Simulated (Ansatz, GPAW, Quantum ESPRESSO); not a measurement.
# TiSi2: valence-band photoemission, part 6 of 7

What would valence photoemission of TiSi2 look like, and what sets its shape?

Ansatz 0.2.0, Quantum ESPRESSO 7.5 and GPAW 26.7.0; DFT, LDA, plane-wave PAW, default files, scalar-relativistic (the session's first sound run).

So far. Step 3 (The same cell in Quantum ESPRESSO): The run ends at a pressure of -5.35 GPa, with forces up to 0.096 eV/Å. Step 6 (Quantum ESPRESSO: bands): Of the bands kept, 2 cross the Fermi level on this path.

## (7) GPAW, plane waves

This step: DFT, LDA, PAW datasets of GPAW, plane waves, scalar-relativistic (GPAW 26.7.0).

GPAW, with its own PAW datasets and plane waves, is a further check on the main run's cell.

File run.py:

```python
import json
import numpy as np
from ase import Atoms
from ase.parallel import paropen
from gpaw import GPAW, PW, FermiDirac, Mixer, MixerDif, setup_paths

atoms = Atoms(['Ti', 'Ti', 'Si', 'Si', 'Si', 'Si'],
              cell=[[1.765105, -6.759282, 0.0], [1.765105, 6.759282, 0.0], [0.0, 0.0, 3.565174]],
              scaled_positions=[[0.103118, 0.896882, 0.25], [0.896882, 0.103118, 0.75], [0.750315, 0.249685, 0.25], [0.249685, 0.750315, 0.75], [0.441749, 0.558251, 0.25], [0.558251, 0.441749, 0.75]],
              pbc=(True, True, True))
params = dict(mode=PW(420),
              xc='LDA',
              kpts={'size': (10, 10, 10), 'gamma': True},
              occupations=FermiDirac(0.05),
              nbands=-16,
              maxiter=200,
              txt='gs.txt')
atoms.calc = calc = GPAW(**params)
atoms.get_potential_energy()
ef = calc.get_fermi_level()
nk, ns = len(calc.get_ibz_k_points()), calc.get_number_of_spins()
out = dict(free=atoms.get_potential_energy(force_consistent=True), ef=ef, nel=calc.get_number_of_electrons(), cell=atoms.cell[:], frac=atoms.get_scaled_positions(wrap=False),
           eig=[[calc.get_eigenvalues(k, s) for k in range(nk)] for s in range(ns)], forces=atoms.get_forces(apply_constraint=False))
dense = calc.fixed_density(kpts={'size': (14, 14, 14), 'gamma': True}, txt='dos.txt')
out['eig_dense'] = [[dense.get_eigenvalues(k, s) for k in range(len(dense.get_ibz_k_points()))] for s in range(ns)]
dos = dense.dos(shift_fermi_level=False)
e = ef + np.arange(-30, 12, 0.05)
out['e'], out['dos'] = e - ef, dos.raw_dos(e, width=0.1)
kpts = [[0.0, 0.0, 0.0], [-0.05, 0.05, 0.0], [-0.1, 0.1, 0.0], [-0.15, 0.15, 0.0], ..., [0.0, 0.5, 0.5]]  # list cut here
bands = calc.fixed_density(kpts=kpts, symmetry='off', txt='bands.txt', convergence={'bands': -4})
out['band_e'] = [[bands.get_eigenvalues(k, s) for k in range(len(kpts))] for s in range(ns)]
with paropen('out.json', 'w') as f:
    json.dump(out, f, default=lambda a: a.tolist())
```

Launch:

```bash
$ OMP_NUM_THREADS=1 mpirun -n 4 gpaw python run.py > run.log
```

The program printed:

```text
__  _  _
 | _ |_)|_||  |
 |__||  | ||/\| - 26.7.0

units:  Angstrom and eV
cores:  4
OpenMP: True

Versions:

Paths:

Git-hashes:

OMP_NUM_THREADS: 1

Environment variables:
  GPAW_CPUPY:          False
  GPAW_DEBUG:          False
  GPAW_MPI_BACKEND:    cgpaw
  GPAW_MPI_OPTIONS:    None
  GPAW_NO_C_EXTENSION: False
  GPAW_NO_GPU_MPI:     False
  GPAW_TRACE:          False
  GPAW_USE_GPUS:       False

Input parameters:
  mode=PW(ecut=420.0),
  kpts=MonkhorstPack(size=(10, 10, 10), gamma=True),
  maxiter=200,
  nbands=-16,
  occupations=Occupations(name='fermi-dirac', width=0.05, fixmagmom=False),
  xc=XC(name='LDA')

Diagonalizing LCAO Hamiltonian
Converting LCAO to pw mode

             Si
              Ti
          Si

           Si
       Ti
        Si

Atoms  # Å, Bohr magnetons
|   | symbol |        x |         y |        z |    initial magnetic moments |
|---|--------|----------|-----------|----------|-----------------------------|
| 0 |     Ti | 1.765105 |  5.365275 | 0.891293 | ( 0.0000,  0.0000,  0.0000) |
| 1 |     Ti | 1.765105 | -5.365275 | 2.673881 | ( 0.0000,  0.0000,  0.0000) |
| 2 |     Si | 1.765105 | -3.383899 | 0.891293 | ( 0.0000,  0.0000,  0.0000) |
| 3 |     Si | 1.765105 |  3.383899 | 2.673881 | ( 0.0000,  0.0000,  0.0000) |
| 4 |     Si | 1.765105 |  0.787470 | 0.891293 | ( 0.0000,  0.0000,  0.0000) |
| 5 |     Si | 1.765105 | -0.787470 | 2.673881 | ( 0.0000,  0.0000,  0.0000) |

Unit cell  # Å
| periodic |        x |         y |        z |  lengths |     angles |
|----------|----------|-----------|----------|----------|------------|
|      yes | 1.765105 | -6.759282 | 0.000000 | 6.985949 |  90.000000 |
|      yes | 1.765105 |  6.759282 | 0.000000 | 6.985949 |  90.000000 |
|      yes | 0.000000 |  0.000000 | 3.565174 | 3.565174 | 150.729460 |

Number of symmetries: 4
Symmetry operations  # r_c * U_cc + t_c -> r_c
|   | kind |            matrix            |
|---|------|------------------------------|
| 0 |  E   |  1, 0, 0,  0, 1, 0,  0, 0, 1 |
| 1 |  C2  |  0, 1, 0,  1, 0, 0,  0, 0,-1 |
| 2 |  σ   |  0,-1, 0, -1, 0, 0,  0, 0, 1 |
| 3 |  i   | -1, 0, 0,  0,-1, 0,  0, 0,-1 |

BZ-sampling:
  Number of BZ points: 1000
  Number of IBZ points: 282

  Monkhorst-Pack size: [10, 10, 10]
  Monkhorst-Pack shift: [0.05, 0.05, 0.05]

K-points  # in reciprocal-cell coordinates
|     |                                coordinates |     weight |
|-----|--------------------------------------------|------------|
|   0 | (  0.00000000,   0.00000000,   0.00000000) | 0.00100000 |
|   1 | (  0.00000000,   0.00000000,   0.10000000) | 0.00200000 |
|   2 | (  0.00000000,   0.00000000,   0.20000000) | 0.00200000 |
|   3 | (  0.00000000,   0.00000000,   0.30000000) | 0.00200000 |
|   4 | (  0.00000000,   0.00000000,   0.40000000) | 0.00200000 |
|   5 | (  0.00000000,   0.00000000,   0.50000000) | 0.00100000 |
|   6 | (  0.10000000,  -0.10000000,  -0.40000000) | 0.00200000 |
|   7 | (  0.10000000,  -0.10000000,  -0.30000000) | 0.00200000 |
|   8 | (  0.10000000,  -0.10000000,  -0.20000000) | 0.00200000 |
|   9 | (  0.10000000,  -0.10000000,  -0.10000000) | 0.00200000 |
| ... |                                            |            |
| 281 | (  0.50000000,   0.50000000,   0.50000000) | 0.00100000 |

Plane wave coefficients: 1684
Cutoff: 420.0 eV

Spin-components: 1 (collinear spins)
Bands:           36
Projectors:      32
Spin-degeneracy: 2
Datatype:        complex128

  Storage: CPU
  Wave functions: 271_099_008 bytes (67_774_752 per core)
  Projectors: 195_793_728 bytes (48_948_432 per core)

Parallelization:
  kpt:    4
  domain: 1
  band:   1

Density:
  Valence electrons: 40.0
  Components: 1
  Grid points: [35 35 18]
  Charge: 0.0  # |e|

Potential:
  Grid points: [35 35 18]

species:
  Ti:
    name:    Titanium
    Z:       22.0
    valence: 12
    core:    10
    charge:  0.0  # [|e|]
    file:    Ti.LDA.gz
    compensation charges:
      type: gauss
      rc: 0.38  # [Å]
      lmax: 2
    cutoffs:
      filter: 2.23  # [Å]
      core: 1.02  # [Å]
    projectors
    | kind |    occ | energy [eV] | rcut [Å] |
    |------|--------|-------------|----------|
    |   3s |  2.000 |     -62.257 |    1.270 |
    |   4s |  2.000 |      -4.593 |    1.270 |
    |   3p |  6.000 |     -38.791 |    1.058 |
    |   4p |  0.000 |      -1.536 |    1.058 |
    |   3d |  2.000 |      -4.463 |    1.058 |
    |    d |        |      22.748 |    1.058 |

    Using partial waves for Ti as LCAO basis

  Si:
    name:    Silicon
    Z:       14.0
    valence: 4
    core:    10
    charge:  0.0  # [|e|]
    file:    Si.LDA.gz
    compensation charges:
      type: gauss
      rc: 0.33  # [Å]
      lmax: 2
    cutoffs:
      filter: 1.86  # [Å]
      core: 2.06  # [Å]
    projectors
    | kind |    occ | energy [eV] | rcut [Å] |
    |------|--------|-------------|----------|
    |   3s |  2.000 |     -10.878 |    1.058 |
    |   3p |  2.000 |      -4.162 |    1.058 |
    |    s |        |      16.334 |    1.058 |
    |    p |        |      23.049 |    1.058 |
    |    d |        |       0.000 |    1.058 |

    Using partial waves for Si as LCAO basis

Reference energy: -77782.750851  # eV

eigensolver:
  PPCG
  Converge bands: occupied
  niter=2

density mixing:
  MSR1-Mixer
  Pratt-step length: 0.05
  Maximum mixing coefficient: 0.75
  Old densities: 10
  SVD Regularization: 0.005
  Good broyden scale: 1.0
  Trust region scale: 1.0
  Backstep threshold: 4.0
  History deletion threshold: 6.0
  Fourier metric: weight=20.0, sigma=0.015

occupation numbers:
  Fermi-Dirac:
    width: 0.0500  # eV

poisson solver:
  ecut: 3360.0  # eV

xc functional:
  name: None

Initialization done in: 10.142 s

convergence criteria:
- Maximum [total energy] change in last 3 cyles: 0.0005 eV / valence electron
- Maximum integral of absolute [dens]ity change: 0.0001 electrons / valence electron
- Maximum integral of absolute [eigenst]ate change: 4e-08 eV^2 / valence electron
maximum number of iterations: 200

SCF iterations
|iter     |     time |      energy | eigst |  dens |
|---------|----------|-------------|-------|-------|
|iter:   1|       0s |  -42.681802 | +0.37 |       |
|iter:   2|       9s |  -42.731283 | -2.13 | -1.24 |
|iter:   3|      18s |  -42.804861 | -1.33 | -1.26 |
|iter:   4|      28s |  -42.618959 | -1.50 | -1.54 |
|iter:   5|      37s |  -42.585314 | -2.21 | -1.79 |
|iter:   6|      47s |  -42.572322 | -3.00 | -2.08 |
|iter:   7|      56s |  -42.571518c| -3.86 | -2.40 |
|iter:   8|      66s |  -42.571538c| -5.28 | -3.25 |
|iter:   9|      75s |  -42.571538c| -6.86 | -3.92 |
|iter:  10|      79s |  -42.571538c| -7.59c| -4.63c|

Converged in 10 steps
SCF loop duration: 89.319 s (8.932 s/step)
Energy contributions relative to reference atoms: (reference = -77782.750851)

Energy contributions:
  Kinetic:          39.725486
  Coulomb:         -30.994696
  Zero:             -0.132813
  External:          0.000000
  Xc:              -51.163283
  Entropy:          -0.012467
  Spinorbit:         0.000000
  ----------------------------
  Free energy:     -42.577772
  Extrapolated:    -42.571538

dipole moment: (-0.000010, 0.000000, -0.000010)  # |e|*Ang

Fermi level: 9.849
Eigenvalues  # (at kpt = [0.000, 0.000, 0.000])
| band index |      eig [eV] | occ [0-2] |
|------------|---------------|-----------|
|          0 |       -46.366 |     2.000 |
|        ... |               |           |
|         11 |         6.459 |     2.000 |
|         12 |         6.798 |     2.000 |
|         13 |         6.981 |     2.000 |
|         14 |         7.305 |     2.000 |
|         15 |         7.332 |     2.000 |
|         16 |         7.713 |     2.000 |
|         17 |         7.800 |     2.000 |
|         18 |         7.803 |     2.000 |
|         19 |        10.333 |     0.000 |
|         20 |        10.542 |     0.000 |
|         21 |        10.683 |     0.000 |
|         22 |        10.746 |     0.000 |
|         23 |        11.249 |     0.000 |
|         24 |        11.287 |     0.000 |
|         25 |        11.961 |     0.000 |
|         26 |        12.503 |     0.000 |
|        ... |               |           |
|         35 |        18.761 |     0.000 |

No gap
No difference between direct/indirect transitions

Forces  # eV/Ang
|       x |        y |        z |
|---------|----------|----------|
| 0.00000 | -0.03795 | -0.00000 |  # Ti   0
| 0.00000 |  0.03795 |  0.00000 |  # Ti   1
| 0.00000 |  0.00749 |  0.00000 |  # Si   2
| 0.00000 | -0.00749 | -0.00000 |  # Si   3
| 0.00000 |  0.11080 |  0.00000 |  # Si   4
| 0.00000 | -0.11080 | -0.00000 |  # Si   5

Force computation time: 0.526  # s

timing:  # [seconds]
  Total:  289.221  # ━━━━━━━━━━━━━━━━━━━━━━━━━━━━━━━━━━━━━━━━━━━━━━━━━━━━━━━━
  Init:     9.685  # ━━
  SCF:     89.319  # ━━━━━━━━━━━━━━━━━╸
  Forces:   0.526  #

Max RSS: 665.555  # MiB
```

Elapsed: 4.9 min, on 4 MPI ranks of Intel Xeon at 2.60GHz (Ice Lake), shared host.

Numbers from this step:

```yaml
free_energy: -42.58 eV
fermi_energy: 9.849 eV
dos_at_the_fermi_level: 1.561 states/eV/cell
```

Electronic bands along the path, in eV, zero at the Fermi level; # counts the bands kept:

| point | #9 | #10 | #11 | #12 | #13 | #14 | #15 | #16 |
| --- | --- | --- | --- | --- | --- | --- | --- | --- |
| Γ | -2.14 | -2.05 | -2.04 | 0.48 | 0.69 | 0.83 | 0.90 | 1.40 |
| halfway | -2.34 | -1.97 | -1.25 | 0.44 | 0.68 | 0.83 | 0.89 | 0.95 |
| Y | -2.51 | -1.89 | -1.17 | 0.41 | 0.66 | 0.76 | 0.93 | 1.10 |
| halfway | -2.58 | -1.51 | -0.38 | -0.17 | -0.02 | 0.31 | 1.01 | 1.82 |
| C0 | -1.70 | -1.11 | -0.77 | -0.72 | -0.21 | 1.15 | 1.44 | 1.52 |
| jump to Σ0 | -1.70 | -1.11 | -0.77 | -0.72 | -0.21 | 1.15 | 1.44 | 1.52 |
| halfway | -2.30 | -1.59 | -1.27 | -0.63 | 0.66 | 0.77 | 1.09 | 1.14 |
| Γ | -2.14 | -2.05 | -2.04 | 0.48 | 0.69 | 0.83 | 0.90 | 1.40 |
| halfway | -1.88 | -1.81 | -0.49 | -0.37 | 0.24 | 0.36 | 1.38 | 1.78 |
| Z | -1.62 | -1.62 | -0.02 | -0.02 | 0.85 | 0.85 | 1.51 | 1.51 |
| halfway | -2.95 | -2.95 | -1.42 | -1.42 | 0.58 | 0.58 | 1.74 | 1.74 |
| A0 | -3.31 | -3.31 | -2.32 | -2.32 | 1.77 | 1.77 | 1.84 | 1.84 |
| jump to E0 | -3.31 | -3.31 | -2.32 | -2.32 | 1.77 | 1.77 | 1.84 | 1.84 |
| halfway | -3.02 | -3.02 | -2.32 | -2.32 | 1.69 | 1.69 | 1.81 | 1.81 |
| T | -2.00 | -2.00 | -0.85 | -0.85 | 0.47 | 0.47 | 1.64 | 1.64 |
| halfway | -2.05 | -1.74 | -1.00 | -0.30 | 0.51 | 0.69 | 0.96 | 1.41 |
| Y | -2.51 | -1.89 | -1.17 | 0.41 | 0.66 | 0.76 | 0.93 | 1.10 |
| jump to Γ | -2.14 | -2.05 | -2.04 | 0.48 | 0.69 | 0.83 | 0.90 | 1.40 |
| halfway | -2.41 | -1.39 | -1.16 | -0.49 | 0.53 | 0.79 | 0.91 | 1.30 |
| S | -1.64 | -1.43 | -0.66 | -0.55 | -0.53 | 1.18 | 1.48 | 1.62 |
| halfway | -3.51 | -2.68 | -1.73 | -1.65 | 0.83 | 1.16 | 1.65 | 1.86 |
| R | -3.16 | -3.16 | -2.40 | -2.40 | 1.74 | 1.74 | 1.83 | 1.83 |

The DOS has structure finer than the step of the table below, so its rows give means over 0.5 eV, whole bins alone (the curve runs from -14.2 to 4.75 eV). Peaks (eV: height): -5.95: 2.03, -5.05: 2.63, -2.45: 4.84, 1.65: 7.83, 2.45: 6.09.

DOS against E, zero at the Fermi level; means over each step:

| E (eV) | DOS (states/eV/cell) |
| --- | --- |
| -13.5 | 0 |
| -13.0 | 0.117 |
| -12.5 | 0.483 |
| -12.0 | 0.614 |
| -11.5 | 0.855 |
| -11.0 | 1.23 |
| -10.5 | 1.42 |
| -10.0 | 1.31 |
| -9.5 | 1.17 |
| -9.0 | 1.12 |
| -8.5 | 1.05 |
| -8.0 | 1.39 |
| -7.5 | 1.46 |
| -7.0 | 1.07 |
| -6.5 | 1.37 |
| -6.0 | 1.52 |
| -5.5 | 1.45 |
| -5.0 | 2.29 |
| -4.5 | 1.90 |
| -4.0 | 2.74 |
| -3.5 | 3.17 |
| -3.0 | 3.98 |
| -2.5 | 4.35 |
| -2.0 | 3.91 |
| -1.5 | 3.36 |
| -1.0 | 2.30 |
| -0.5 | 1.51 |
| 0.0 | 1.66 |
| 0.5 | 3.05 |
| 1.0 | 3.95 |
| 1.5 | 6.43 |
| 2.0 | 4.94 |
| 2.5 | 5.81 |
| 3.0 | 5.16 |
| 3.5 | 4.49 |
| 4.0 | 3.89 |
| 4.5 | 3.76 |

## (8) GPAW with atomic orbitals

This step: DFT, LDA, PAW datasets of GPAW, numerical atomic orbitals (LCAO), scalar-relativistic (GPAW 26.7.0).

An atomic-orbital basis pays off in large cells; this run shows what it costs in accuracy.

Edit run.py of step 7 so:

```diff
@@ -10,3 +10,3 @@
               pbc=(True, True, True))
-params = dict(mode=PW(420),
+params = dict(mode='lcao',
               xc='LDA',
@@ -16,3 +16,5 @@
               maxiter=200,
-              txt='gs.txt')
+              txt='gs.txt',
+              basis='dzp',
+              h=0.2)
 atoms.calc = calc = GPAW(**params)
@@ -29,3 +31,3 @@
 kpts = [[0.0, 0.0, 0.0], [-0.05, 0.05, 0.0], [-0.1, 0.1, 0.0], [-0.15, 0.15, 0.0], ..., [0.0, 0.5, 0.5]]  # list cut here
-bands = calc.fixed_density(kpts=kpts, symmetry='off', txt='bands.txt', convergence={'bands': -4})
+bands = calc.fixed_density(kpts=kpts, symmetry='off', txt='bands.txt')
 out['band_e'] = [[bands.get_eigenvalues(k, s) for k in range(len(kpts))] for s in range(ns)]
```

The program printed:

```text
__  _  _
 | _ |_)|_||  |
 |__||  | ||/\| - 26.7.0

units:  Angstrom and eV
cores:  4
OpenMP: True

Versions:

Paths:

Git-hashes:

OMP_NUM_THREADS: 1

Environment variables:
  GPAW_CPUPY:          False
  GPAW_DEBUG:          False
  GPAW_MPI_BACKEND:    cgpaw
  GPAW_MPI_OPTIONS:    None
  GPAW_NO_C_EXTENSION: False
  GPAW_NO_GPU_MPI:     False
  GPAW_TRACE:          False
  GPAW_USE_GPUS:       False

Input parameters:
  mode=LCAO(),
  basis={'default': 'dzp'},
  h=0.2,
  kpts=MonkhorstPack(size=(10, 10, 10), gamma=True),
  maxiter=200,
  nbands=-16,
  occupations=Occupations(name='fermi-dirac', width=0.05, fixmagmom=False),
  xc=XC(name='LDA')

             Si
              Ti
          Si

           Si
       Ti
[...]
Atoms  # Å, Bohr magnetons
|   | symbol |        x |         y |        z |    initial magnetic moments |
|---|--------|----------|-----------|----------|-----------------------------|
| 0 |     Ti | 1.765105 |  5.365275 | 0.891293 | ( 0.0000,  0.0000,  0.0000) |
| 1 |     Ti | 1.765105 | -5.365275 | 2.673881 | ( 0.0000,  0.0000,  0.0000) |
| 2 |     Si | 1.765105 | -3.383899 | 0.891293 | ( 0.0000,  0.0000,  0.0000) |
| 3 |     Si | 1.765105 |  3.383899 | 2.673881 | ( 0.0000,  0.0000,  0.0000) |
| 4 |     Si | 1.765105 |  0.787470 | 0.891293 | ( 0.0000,  0.0000,  0.0000) |
[...]
Unit cell  # Å
| periodic |        x |         y |        z |  lengths |     angles |
|----------|----------|-----------|----------|----------|------------|
|      yes | 1.765105 | -6.759282 | 0.000000 | 6.985949 |  90.000000 |
|      yes | 1.765105 |  6.759282 | 0.000000 | 6.985949 |  90.000000 |
|      yes | 0.000000 |  0.000000 | 3.565174 | 3.565174 | 150.729460 |

Number of symmetries: 4
Symmetry operations  # r_c * U_cc + t_c -> r_c
|   | kind |            matrix            |
|---|------|------------------------------|
| 0 |  E   |  1, 0, 0,  0, 1, 0,  0, 0, 1 |
| 1 |  C2  |  0, 1, 0,  1, 0, 0,  0, 0,-1 |
| 2 |  σ   |  0,-1, 0, -1, 0, 0,  0, 0, 1 |
| 3 |  i   | -1, 0, 0,  0,-1, 0,  0, 0,-1 |

BZ-sampling:
  Number of BZ points: 1000
  Number of IBZ points: 282

  Monkhorst-Pack size: [10, 10, 10]
  Monkhorst-Pack shift: [0.05, 0.05, 0.05]

K-points  # in reciprocal-cell coordinates
|     |                                coordinates |     weight |
|-----|--------------------------------------------|------------|
|   0 | (  0.00000000,   0.00000000,   0.00000000) | 0.00100000 |
|   1 | (  0.00000000,   0.00000000,   0.10000000) | 0.00200000 |
|   2 | (  0.00000000,   0.00000000,   0.20000000) | 0.00200000 |
[...]
| ... |                                            |            |
[...]
basis functions: 110
[...]
|   3p |  2.000 |      -4.162 |    1.058 |
    |    s |        |      16.334 |    1.058 |
    |    p |        |      23.049 |    1.058 |
    |    d |        |       0.000 |    1.058 |

    LCAO basis set for Si:
      Name: dzp
      File: Si.dzp.basis.gz
      Number of radial functions: 5
      Number of spherical harmonics: 13
        l=0, rc=6.8594 Bohr: 3s-sz confined orbital
        l=1, rc=9.0625 Bohr: 3p-sz confined orbital
        l=0, rc=3.8906 Bohr: 3s-dz split-valence wave
        l=1, rc=5.2344 Bohr: 3p-dz split-valence wave
        l=2, rc=9.0625 Bohr: d-type Gaussian polarization
      Number of RI-basis functions 0

Reference energy: -77782.750851  # eV

eigensolver:
  <gpaw.new.lcao.eigensolver.LCAOEigensolver object at 0x11edbc292e70>
density mixing:
  MSR1-Mixer
  Pratt-step length: 0.05
  Maximum mixing coefficient: 0.75
  Old densities: 10
  SVD Regularization: 0.005
  Good broyden scale: 1.0
  Trust region scale: 1.0
  Backstep threshold: 4.0
  History deletion threshold: 6.0
  Fourier metric: weight=20.0, sigma=0.015

occupation numbers:
  Fermi-Dirac:
    width: 0.0500  # eV

FastPoissonSolver using
    Stencil: 8*3+1=25 point O(h^6) finite-difference Laplacian
    FFT axes: [np.int64(0), np.int64(1), np.int64(2)]
    FST axes: []

xc functional:
  name: None
interpolation: tri-quintic # 5. degree polynomial

Initialization done in: 5.714 s

convergence criteria:
- Maximum [total energy] change in last 3 cyles: 0.0005 eV / valence electron
- Maximum integral of absolute [dens]ity change: 0.0001 electrons / valence electron
- Maximum integral of absolute [eigenst]ate change: 4e-08 eV^2 / valence electron
maximum number of iterations: 200

SCF iterations
|iter     |     time |      energy | eigst |  dens |
|---------|----------|-------------|-------|-------|
|iter:   1|       0s |  -39.759678 |      c|       |
|iter:   2|      54s |  -39.683777 |      c| -1.22 |
|iter:   3|     108s |  -39.489603 |      c| -1.25 |
|iter:   4|     163s |  -39.509199 |      c| -1.71 |
|iter:   5|     217s |  -39.481385 |      c| -1.97 |
|iter:   6|     271s |  -39.482005 |      c| -2.45 |
|iter:   7|     325s |  -39.481945c|      c| -3.12 |
|iter:   8|     380s |  -39.481940c|      c| -3.74 |
|iter:   9|     434s |  -39.481940c|      c| -4.32c|

Converged in 9 steps
SCF loop duration: 437.804 s (48.645 s/step)
Energy contributions relative to reference atoms: (reference = -77782.750851)

Energy contributions:
  Kinetic:          37.785489
  Coulomb:         -29.710263
  Zero:              3.161762
  External:          0.000000
  Xc:              -50.712954
  Entropy:          -0.011948
  Spinorbit:         0.000000
  ----------------------------
  Free energy:     -39.487914
  Extrapolated:    -39.481940

dipole moment: (0.000000, -0.000000, -0.000000)  # |e|*Ang

Fermi level: 9.927
Eigenvalues  # (at kpt = [0.000, 0.000, 0.000])
| band index |      eig [eV] | occ [0-2] |
|------------|---------------|-----------|
|          0 |       -46.263 |     2.000 |
|        ... |               |           |
|         11 |         6.510 |     2.000 |
|         12 |         6.819 |     2.000 |
[...]
|         26 |        12.587 |     0.000 |
|        ... |               |           |
|         35 |        18.633 |     0.000 |

No gap
No difference between direct/indirect transitions
```

The job ended after 11 min (4 MPI ranks).

The run was cut off at its time limit.

[end of part 6 of 7]

[Logs are printed without paths, hosts, clocks, repeated set-up lines and the standing remarks that a program may print on its own settings, such as how far it seeks lower states.]

[Hosts, paths, dates, database ids (printed as entryN), source tags and the programs' standing remarks are cut or masked in the printed files.]

[Maps of the electrostatic potential energy from Ansatz leave out the sawtooth potential of an applied field or a dipole correction, so their vacuum need not be flat; work functions include it.]

[Peak lists hold at most the 14 tallest peaks of each spectrum; further lines can be left out.]
